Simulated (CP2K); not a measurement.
Consider 3-carboxyfuran at its PBE geometry (Å).

```xyz
12

O     2.2121   -1.2417    0.6640
C     1.5823   -0.3586    0.0973
O     2.2153    0.6024   -0.6545
C     0.1213   -0.1729    0.1121
C    -0.6613    0.8558   -0.5251
C    -1.9611    0.5931   -0.2188
O    -2.0527   -0.5397    0.5724
C    -0.7764   -0.9865    0.7619
H     3.1672    0.3815   -0.5916
H    -0.2850    1.6748   -1.1262
H    -2.9038    1.0691   -0.4577
H    -0.6578   -1.8773    1.3662
```

Method: CP2K XAS_TDP, all-electron GAPW, PBEh(45%), aug-cc-pVDZ, TDA, GW2X-corrected core level, no relativity.

Q: Predict the bright core excitations at the C K edge.

Leading lines: C2 290.05 eV, C4 287.46 eV, C5 287.96 eV, C6 288.69 eV and C8 287.98 eV. The leading line of an atom is its first one with 35 % of the strongest within 2.5 eV of its lowest line over the strength cut. Core ionisation energies at this level: C5 292.62, C6 293.81, C8 294.07, C2 296.74 and C4 292.49 eV.

The first six lines of each atom with a strength over 0.0015:

```csv
atom,energy (eV),states,"strength, one atom",above the computed threshold
C2 (bonded to C and 2 O),290.05,1,0.0681,
,294.83,1,0.0033,
,294.91,1,0.0054,
,296.39,1,0.0052,
,296.59,1,0.0095,
,296.69,1,0.0041,
C4 (bonded to 3 C),287.46,1,0.0259,
,290.95,1,0.0021,
,291.01,1,0.0327,
,292.03,1,0.0041,
,292.35,1,0.0018,
,293.05,1,0.0148,yes
C5 (bonded to 2 C and H),287.96,1,0.0501,
,290.75,1,0.0085,
,291.74,1,0.0041,
,292.25,1,0.0041,
,293.09,1,0.0065,yes
,293.12,1,0.0071,yes
"C6 (bonded to C, O and H)",288.69,1,0.0524,
,291.01,1,0.0016,
,291.71,1,0.0191,
,292.33,1,0.0204,
,292.80,1,0.0031,
,293.21,1,0.0055,
"C8 (bonded to C, O and H)",287.98,1,0.0545,
,292.14,1,0.0193,
,292.93,1,0.0137,
,293.09,1,0.0077,
,293.35,1,0.0023,
,293.62,1,0.0028,
```

Lines are vertical, at one geometry, with no vibrational structure. GW2X ionisation energies and lines can be off by 1 to 2 eV either way, and a good line position may hide errors that cancel. These values hold no scalar relativity, about 0.1 eV for C 1s. Rydberg lines, and the discretised continuum above threshold, depend on the basis and the box.

[Banner, clock and machine lines of the logs are left out without a mark of their own.]

[Logs are printed without paths, hosts, clocks, repeated set-up lines and the standing remarks that a program may print on its own settings, such as how far it seeks lower states.]

[Hosts, paths, dates, database ids (printed as entryN), source tags and the programs' standing remarks are cut or masked in the printed files.]
